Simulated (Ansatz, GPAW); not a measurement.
# NO/Sr(110): work function by functional and basis, part 2 of 3

Aim: the work function of both faces of NO/Sr(110), and its spread over functionals and bases.

GPAW 26.7.0 and Ansatz 0.2.0; GPAW, PAW setups; slab in vacuum (the session's first sound run).

So far, upper work function (eV): step 2 (relaxation) 3.24; step 3 (the slab's potential) 3.24.

## Step 4: Self-consistent run: xc = "LDA"

The same geometry under LDA, to see how far the functional moves the levels against the vacuum.

run.py

```python
import json
import numpy as np
from ase import Atoms
from gpaw import GPAW, PW

slab = Atoms(
    ['Sr', 'Sr', 'Sr', 'Sr', 'Sr', 'N', 'O'],
    positions=[
        [0.00000, 0.00000, 8.00000],
        [3.04000, 2.14960, 10.14960],
        [0.00000, 0.00000, 12.29921],
        [3.04000, 2.14960, 14.58818],
        [-0.00000, 0.00000, 16.58126],
        [3.04000, 2.14960, 17.00314],
        [3.04000, 2.14960, 18.23531]],
    cell=[[6.08, 0.0, 0.0], [0.0, 4.29921, 0.0], [0.0, 0.0, 26.27842]],
    pbc=[True, True, False])

slab.calc = GPAW(mode=PW(500), xc='LDA', kpts={'size': (5, 7, 1), 'gamma': True},
                 occupations={'name': 'fermi-dirac', 'width': 0.1}, nbands='160%',
                 convergence={'density': 1e-05}, maxiter=200,
                 poissonsolver={'dipolelayer': 'xy'},
                 symmetry={'tolerance': 1e-3}, txt='slab.txt')
result = {}
energy = slab.get_potential_energy()
fermi = slab.calc.get_fermi_level()
v = slab.calc.get_electrostatic_potential().mean((0, 1)) - fermi
n = slab.calc.get_pseudo_density().mean((0, 1))
L = slab.cell[2, 2]
z = np.arange(len(v)) * L / len(v)
low, high = slab.positions[:, 2].min(), slab.positions[:, 2].max()
below, above = np.interp([low - 5.8, high + 5.8], z, v)
slopes = [np.interp(x, z, np.gradient(v, z)) for x in (low - 5.8, high + 5.8)]
eps = np.array([[slab.calc.get_eigenvalues(k, s) for k in range(len(slab.calc.get_ibz_k_points()))]
                for s in range(slab.calc.get_number_of_spins())]) - fermi
top, bottom = eps[eps < 0].max(), eps[eps > 0].min()
dipole = slab.get_dipole_moment()[2]
print(f'energy {energy:.4f} eV, Fermi level {fermi:.4f} eV, dipole {dipole:.5f} e A')
print(f'potential 5.8 A off the faces, from the Fermi level: lower {below:.4f} eV, upper {above:.4f} eV')
print(f'slope of the potential there: lower {slopes[0]:.5f}, upper {slopes[1]:.5f} eV/A')
print(f'nearest levels on the mesh: {top:.4f} and {bottom:.4f} eV')
print('magnetic moment', round(slab.get_magnetic_moment(), 3))
result.update(energy=energy, fermi=fermi, dipole=dipole, below=below, above=above, slopes=slopes, edges=[top, bottom],
              z=z.tolist(), v=v.tolist(), n=n.tolist(), positions=slab.positions.tolist(),
              forces=slab.get_forces(apply_constraint=False).tolist(), moments=slab.get_magnetic_moments().tolist())
json.dump(result, open('result.json', 'w'))
```

On the command line:

```sh
OMP_NUM_THREADS=1 OPENBLAS_NUM_THREADS=1 python run.py
```

Elapsed: 6 min, on 1 thread of Arm Neoverse V2, shared host; peak memory 0.56 GiB.

Numbers from this step:

```
dipole along the normal                    : -0.1170 e·Å
levels nearest the Fermi level on the mesh : -0.04749, 0.002491 eV from the Fermi level
upper work function                        : 3.545 eV
lower work function                        : 2.738 eV
```

The electrostatic potential energy of an electron (without an applied field's), less the Fermi level, planar mean oscillates, so the rows of the table below give means over windows of 2.16 Å about each position, cut where the curve ends. Its maxima inside the range that stand out by 2 % of the span (Å: eV): 9.1: -0.724, 11.3: -0.642, 13.4: -0.0459, 15.6: -0.744, 17.7: -0.222, 25.2: 3.54. Its minima: 8.0: -6.89, 10.1: -6.56, 12.3: -6.62, 14.6: -6.33, 16.9: -8.44, 18.2: -1.65.

Electrostatic potential energy of an electron (without an applied field's), less the Fermi level, planar mean against z; means over each step:

```
z (Å)  electrostatic potential energy of an electron (without an applied field's), less the Fermi level, planar mean (eV)
 1.08                                                                                                                2.77
 3.24                                                                                                                2.73
 5.40                                                                                                                2.45
 7.56                                                                                                               -2.69
 9.72                                                                                                               -3.22
11.88                                                                                                               -3.18
14.04                                                                                                               -2.74
16.20                                                                                                               -4.24
18.36                                                                                                               0.563
20.52                                                                                                                3.53
22.68                                                                                                                3.54
24.84                                                                                                                3.54
```

The pseudo valence density, planar mean by z:

```
z (Å)  pseudo valence density, planar mean (e/Å³)
  3.0                                      4.2e-5
  3.5                                      1.1e-4
  4.0                                      2.7e-4
  4.5                                      6.4e-4
  5.0                                     0.00149
  5.5                                     0.00327
  6.0                                     0.00670
  6.5                                      0.0143
  7.0                                      0.0467
  7.5                                       0.163
  8.0                                       0.296
  8.5                                       0.173
  9.0                                      0.0781
  9.5                                       0.137
 10.0                                       0.288
 10.5                                       0.227
 11.0                                      0.0947
 11.5                                       0.102
 12.0                                       0.243
 12.5                                       0.271
 13.0                                       0.118
 13.5                                      0.0647
 14.0                                       0.151
 14.5                                       0.298
 15.0                                       0.206
 15.5                                       0.100
 16.0                                       0.174
 16.5                                       0.397
 17.0                                       0.363
 17.5                                       0.178
 18.0                                       0.216
 18.5                                       0.201
 19.0                                      0.0390
 19.5                                     0.00568
 20.0                                      9.6e-4
 20.5                                      1.8e-4
 21.0                                      4.2e-5
```

Force by atom:

```
atom  x (eV/Å)  y (eV/Å)  z (eV/Å)  size
 Sr1      0.00      0.00      0.23  0.23
 Sr2      0.00      0.00      0.06  0.06
 Sr3      0.00      0.00     -0.02  0.02
 Sr4      0.00      0.00      0.30  0.30
 Sr5      0.00      0.00     -0.11  0.11
  N6      0.00      0.00      0.67  0.67
  O7      0.00      0.00     -1.12  1.12
```

The upper face's work function is 3.545 eV, against 3.236 eV in the first plane-wave PBE run at this geometry.

## Step 5: Self-consistent run: xc = "RPBE"

The same geometry under RPBE, to see how far the functional moves the levels against the vacuum.

Edit run.py of step 4 so:

```diff
@@ -18,3 +18,3 @@
 
-slab.calc = GPAW(mode=PW(500), xc='LDA', kpts={'size': (5, 7, 1), 'gamma': True},
+slab.calc = GPAW(mode=PW(500), xc='RPBE', kpts={'size': (5, 7, 1), 'gamma': True},
                  occupations={'name': 'fermi-dirac', 'width': 0.1}, nbands='160%',
```

Wall time 5.9 min (1 thread); peak memory 0.57 GiB.

Numbers from this step:

```
dipole along the normal                    : -0.08584 e·Å
levels nearest the Fermi level on the mesh : -0.04836, 0.01572 eV from the Fermi level
upper work function                        : 3.117 eV
lower work function                        : 2.525 eV
```

The upper face's work function is 3.117 eV, against 3.236 eV in the first plane-wave PBE run at this geometry.

## Step 6: Self-consistent run: xc = "revPBE"

The same geometry under revPBE, to see how far the functional moves the levels against the vacuum.

Edit run.py of step 5 so:

```diff
@@ -18,3 +18,3 @@
 
-slab.calc = GPAW(mode=PW(500), xc='RPBE', kpts={'size': (5, 7, 1), 'gamma': True},
+slab.calc = GPAW(mode=PW(500), xc='revPBE', kpts={'size': (5, 7, 1), 'gamma': True},
                  occupations={'name': 'fermi-dirac', 'width': 0.1}, nbands='160%',
```

Run time: 7.6 min. Hardware: 1 thread; peak memory 0.57 GiB.

This step gave:

```yaml
dipole_along_the_normal: -0.07953 e·Å
levels_nearest_the_fermi_level_on_the_mesh: -0.05095, 0.02097 eV from the Fermi level
upper_work_function: 3.075 eV
lower_work_function: 2.528 eV
```

The electrostatic potential energy of an electron (without an applied field's), less the Fermi level, planar mean oscillates, so the rows of the table below give means over windows of 2.16 Å about each position, cut where the curve ends. Its maxima inside the range that stand out by 2 % of the span (Å: eV): 9.1: -1.02, 11.3: -0.942, 13.4: -0.358, 15.6: -1.11, 17.7: -0.712. Its minima: 8.0: -7.13, 10.1: -6.83, 12.3: -6.90, 14.6: -6.62, 16.9: -8.86, 18.2: -2.13.

Table of electrostatic potential energy of an electron (without an applied field's), less the Fermi level, planar mean by z; means over each step:

```
z (Å)  electrostatic potential energy of an electron (without an applied field's), less the Fermi level, planar mean (eV)
 1.08                                                                                                                2.55
 3.24                                                                                                                2.52
 5.40                                                                                                                2.23
 7.56                                                                                                               -2.92
 9.72                                                                                                               -3.50
11.88                                                                                                               -3.47
14.04                                                                                                               -3.04
16.20                                                                                                               -4.64
18.36                                                                                                              0.0837
20.52                                                                                                                3.06
22.68                                                                                                                3.08
24.84                                                                                                                3.07
```

The upper face's work function is 3.075 eV, against 3.236 eV in the first plane-wave PBE run at this geometry.

## Step 7: Real-space grid: mode = "fd"

A real-space grid is a second complete basis, so it checks the plane-wave result.

Edit run.py of step 6 so:

```diff
@@ -3,3 +3,3 @@
 from ase import Atoms
-from gpaw import GPAW, PW
+from gpaw import GPAW
 
@@ -18,3 +18,3 @@
 
-slab.calc = GPAW(mode=PW(500), xc='revPBE', kpts={'size': (5, 7, 1), 'gamma': True},
+slab.calc = GPAW(mode='fd', h=0.18, xc='PBE', kpts={'size': (5, 7, 1), 'gamma': True},
                  occupations={'name': 'fermi-dirac', 'width': 0.1}, nbands='160%',
```

Elapsed: 19 min, on 1 thread; peak memory 1.9 GiB.

This step gave:

```yaml
dipole_along_the_normal: -0.09307 e·Å
levels_nearest_the_fermi_level_on_the_mesh: -0.05219, 0.02436 eV from the Fermi level
upper_work_function: 3.249 eV
lower_work_function: 2.605 eV
```

The electrostatic potential energy of an electron (without an applied field's), less the Fermi level, planar mean oscillates, so the rows of the table below give means over windows of 2.14 Å about each position, cut where the curve ends. Its maxima inside the range that stand out by 2 % of the span (Å: eV): 9.1: -0.942, 11.2: -0.845, 13.5: -0.267, 15.6: -1.02, 17.8: -0.533. Its minima: 8.0: -7.07, 10.1: -6.75, 12.3: -6.81, 14.6: -6.59, 16.9: -8.72, 18.2: -1.91.

The electrostatic potential energy of an electron (without an applied field's), less the Fermi level, planar mean by z; means over each step:

```
z (Å)  electrostatic potential energy of an electron (without an applied field's), less the Fermi level, planar mean (eV)
 1.07                                                                                                                2.61
 3.21                                                                                                                2.60
 5.35                                                                                                                2.34
 7.49                                                                                                               -2.73
 9.63                                                                                                               -3.44
11.77                                                                                                               -3.41
13.91                                                                                                               -2.88
16.05                                                                                                               -4.39
18.19                                                                                                              -0.397
20.33                                                                                                                3.22
22.47                                                                                                                3.25
24.61                                                                                                                3.25
```

The upper face's work function is 3.249 eV, against 3.236 eV in the first plane-wave PBE run at this geometry.

## Step 8: Atomic orbitals: mode = "lcao"

Atom-centred orbitals end a few angstrom from the surface, which tests how much the density's tail matters.

Edit run.py of step 7 so:

```diff
@@ -18,4 +18,4 @@
 
-slab.calc = GPAW(mode='fd', h=0.18, xc='PBE', kpts={'size': (5, 7, 1), 'gamma': True},
-                 occupations={'name': 'fermi-dirac', 'width': 0.1}, nbands='160%',
+slab.calc = GPAW(mode='lcao', basis='dzp', h=0.18, xc='PBE', kpts={'size': (5, 7, 1), 'gamma': True},
+                 occupations={'name': 'fermi-dirac', 'width': 0.1}, nbands='120%',
                  convergence={'density': 1e-05}, maxiter=200,
```

It took 11 min on 1 thread; peak memory 0.69 GiB.

Numbers from this step:

```yaml
dipole_along_the_normal: -0.08468 e·Å
levels_nearest_the_fermi_level_on_the_mesh: -0.05106, 0.02267 eV from the Fermi level
upper_work_function: 3.156 eV
lower_work_function: 2.570 eV
```

The upper face's work function is 3.156 eV, against 3.236 eV in the first plane-wave PBE run at this geometry.

## Step 9: All levels side by side

Times are for 1 thread of Arm Neoverse V2, shared host. The series side by side:

```
no.     run  upper work function (eV)  lower work function (eV)     time  memory (GiB)
  1      pw                     3.236                     2.607    5 min          0.57
  2     LDA                     3.545                     2.738    6 min          0.56
  3    RPBE                     3.117                     2.525  5.9 min          0.57
  4  revPBE                     3.075                     2.528  7.6 min          0.57
  5      fd                     3.249                     2.605   19 min           1.9
  6    lcao                     3.156                     2.570   11 min          0.69
```

## Step 10: A second plane-wave code

A second program with its own datasets checks the number independently.

This step: Ansatz plane waves; slab in vacuum with a dipole correction; PAW set soft_1 (Ansatz 0.2.0).

input.yaml

```yaml
crystal:
  lattice:
    - [6.08, 0.0, 0.0]
    - [0.0, 4.2992092296, 0.0]
    - [0.0, 0.0, 26.2784184592]
  atoms:
    - { symbol: Sr, position: [0.0, 0.0, 0.3044323239] }
    - { symbol: Sr, position: [0.5, 0.4999989266, 0.3862332893] }
    - { symbol: Sr, position: [0.0, 0.0, 0.4680346353] }
    - { symbol: Sr, position: [0.5, 0.4999989266, 0.5551390685] }
    - { symbol: Sr, position: [0.0, 0.0, 0.6309840245] }
    - { symbol: "N", position: [0.5, 0.4999989266, 0.6470380815] }
    - { symbol: O, position: [0.5, 0.4999989266, 0.6939272538] }
kpoints:
  mp_grid: { grid: [5, 7, 1] }
hamiltonian:
  xc: pbe
  pseudopotentials: { kind: paw, azcp: { folder: soft_1 } }
scf:
  occupations: { method: fermi_dirac, width: 0.1 }
efield:
  axis: 3
  dipole_correction: true
  ramp_width: 0.05
output:
  forces: true
  write_potential: true
  write_density: true
  volumetric_format: npy
```

On the command line:

```sh
ansatz run input.yaml --threads 4 --pin off --max-ram 8192MiB --backend cpu --events-out ev --progress --plain --runs-dir out
```

Elapsed: 16 s, on 4 threads; peak memory 1.1 GiB; 62 s of CPU time.

This run has no spin polarisation although its electron count is odd.

Numbers from this step:

* free energy: -18669.7468 eV
* smearing term TS: 0.2954 eV
* symmetry operations: 4
* upper work function: 3.247 eV
* lower work function: 2.603 eV
* dipole along the normal: -0.09299 e·Å
* dipole field: -0.02450 V/Å
* vacuum level above: 3.817 eV
* vacuum level below: 3.173 eV

(Part 2 of 3 ends here.)

[Logs are printed without paths, hosts, clocks, repeated set-up lines and the standing remarks that a program may print on its own settings, such as how far it seeks lower states.]

[Hosts, paths, dates, database ids (printed as entryN), source tags and the programs' standing remarks are cut or masked in the printed files.]
